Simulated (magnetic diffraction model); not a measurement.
# Solving a magnetic structure from powder neutron data: FeRhPb

Space group P6_3/mmc (no. 194), a = 4.6670 Å, c = 5.7690 Å.

| site | atom | x | y | z |
| --- | --- | --- | --- | --- |
| 2c | Pb | 1/3 | 2/3 | 1/4 |
| 2d | Rh | 1/3 | 2/3 | 3/4 |
| 2a | Fe | 0 | 0 | 0 |

The compound is invented for this exercise: a known structure type with other elements, its cell scaled to their sizes and not relaxed.

Only Fe is taken to order (form factors of Fe2+); orders and moment sizes are assumed, and not adapted to the symmetry. Radiation: neutrons of λ = 1.594 Å, 3° to 90°; isotropic B of 0.21 Å² (Pb), 0.3 Å² (Rh) and 0.4 Å² (Fe). Simulated constant-wavelength pattern: nuclear and magnetic terms add, the magnetic one as |2.695 fm × Σ f S⊥ exp(2πi Q·r) exp(−B s²)|², summed over all Q at one angle with the factor 1/(sin²θ cos θ). For a modulated order the moment at position r is S exp(−2πi k·r) + c.c., with S = m/2 for a sine wave of amplitude m and S = m(u + iv)/2 for moments turning in a plane, u and v being orthogonal unit vectors in it; the phase factor of the sum at Q = H + k is then exp(2πi H·r). Free-ion form factors, Sears's scattering lengths of 1992, no absorption; a label names one of the reflections at its angle. The strongest nuclear line in the range is 100, and lines under 0.2 are left out.

Above the ordering temperature:

| 2θ (°) | index | I |
| --- | --- | --- |
| 22.75 | (1 0 0) | 1.5 |
| 27.86 | (1 0 1) | 6.1 |
| 32.08 | (0 0 2) | 2.9 |
| 39.69 | (1 0 2) | 96.4 |
| 39.94 | (1 1 0) | 100.0 |
| 46.45 | (2 0 0) | 0.4 |
| 49.40 | (2 0 1) | 2.1 |
| 52.12 | (1 1 2) | 7.2 |
| 54.64 | (1 0 3) | 1.8 |
| 57.57 | (2 0 2) | 49.9 |
| 62.90 | (2 1 0) | 0.4 |
| 65.33 | (2 1 1) | 2.8 |
| 67.09 | (0 0 4) | 13.7 |
| 69.80 | (2 0 3) | 1.3 |
| 71.85 | (1 0 4) | 0.3 |
| 72.37 | (2 1 2) | 69.9 |
| 72.54 | (3 0 0) | 36.8 |
| 81.03 | (1 1 4) | 63.5 |
| 81.53 | (3 0 2) | 3.9 |
| 83.57 | (2 1 3) | 2.0 |
| 85.52 | (2 0 4) | 0.2 |
| 86.17 | (2 2 0) | 29.6 |

Below it (cell unchanged):

| 2θ (°) | I |
| --- | --- |
| 16.33 | 2.5 |
| 22.75 | 1.5 |
| 24.79 | 1.0 |
| 26.51 | 2.1 |
| 27.86 | 6.1 |
| 29.66 | 1.5 |
| 31.13 | 0.6 |
| 32.08 | 2.9 |
| 39.69 | 96.4 |
| 39.94 | 100.0 |
| 40.07 | 0.6 |
| 43.42 | 0.5 |
| 46.45 | 0.4 |
| 46.57 | 0.3 |
| 47.58 | 0.4 |
| 49.40 | 2.1 |
| 51.49 | 0.3 |
| 52.12 | 7.2 |
| 54.64 | 1.8 |
| 57.57 | 49.9 |
| 62.90 | 0.4 |
| 65.33 | 2.8 |
| 67.09 | 13.7 |
| 69.80 | 1.3 |
| 71.85 | 0.3 |
| 72.37 | 69.9 |
| 72.54 | 36.8 |
| 81.03 | 63.5 |
| 81.53 | 3.9 |
| 83.57 | 2.0 |
| 85.52 | 0.2 |
| 86.17 | 29.6 |

**Question.** Check that the new lines index with k = (0 1/6 0), then choose among these models:
A. moments turning in the plane of [010] and [001], 1.62 μB on Fe; signs + at (0, 0, 0), − at (0, 0, 1/2)
B. a sine wave with moments along [010] (amplitudes given), 1.62 μB on Fe; signs + at (0, 0, 0), − at (0, 0, 1/2)
C. moments turning in the plane of [001] and [100], 1.62 μB on Fe; signs + at (0, 0, 0), − at (0, 0, 1/2)
D. moments turning in the plane of [100] and [010], 1.62 μB on Fe; signs + at (0, 0, 0), − at (0, 0, 1/2)

The new lines index as (0 1/6 1) at 16.33°, (0 5/6 1) at 24.79°, (1 -1/6 1) at 26.51° and (1 1/6 1) at 29.66°, that is as H ± k with k = (0 1/6 0), one of 3 inequivalent arms of its star (k and −k counted as one), which a powder can't tell apart. Satellites come in pairs about each point of the reciprocal lattice.

Magnetic intensity, observed (below minus above) and for each model:

| 2θ (°) | index | observed | A | B | C | D |
| --- | --- | --- | --- | --- | --- | --- |
| 16.33 | (0 1/6 1) | 2.5 | 2.5 | 2.4 | 2.6 | 4.8 |
| 24.79 | (0 5/6 1) | 1.0 | 1.0 | 0.5 | 1.4 | 1.3 |
| 26.51 | (1 -1/6 1) | 2.1 | 2.1 | 1.2 | 1.6 | 2.0 |
| 29.66 | (1 1/6 1) | 1.5 | 1.5 | 0.8 | 1.4 | 1.4 |
| 31.13 | (0 7/6 1) | 0.6 | 0.6 | 0.2 | 0.8 | 0.6 |
| 40.07 | (1 5/6 1) | 0.6 | 0.6 | 0.2 | 0.7 | 0.5 |
| 43.42 | (2 -5/6 1) | 0.5 | 0.5 | 0.2 | 0.3 | 0.4 |

Model A matches.

The structure used: k = (0 1/6 0), moments turning in the plane of [010] and [001], 1.62 μB on Fe; signs + at (0, 0, 0), − at (0, 0, 1/2).
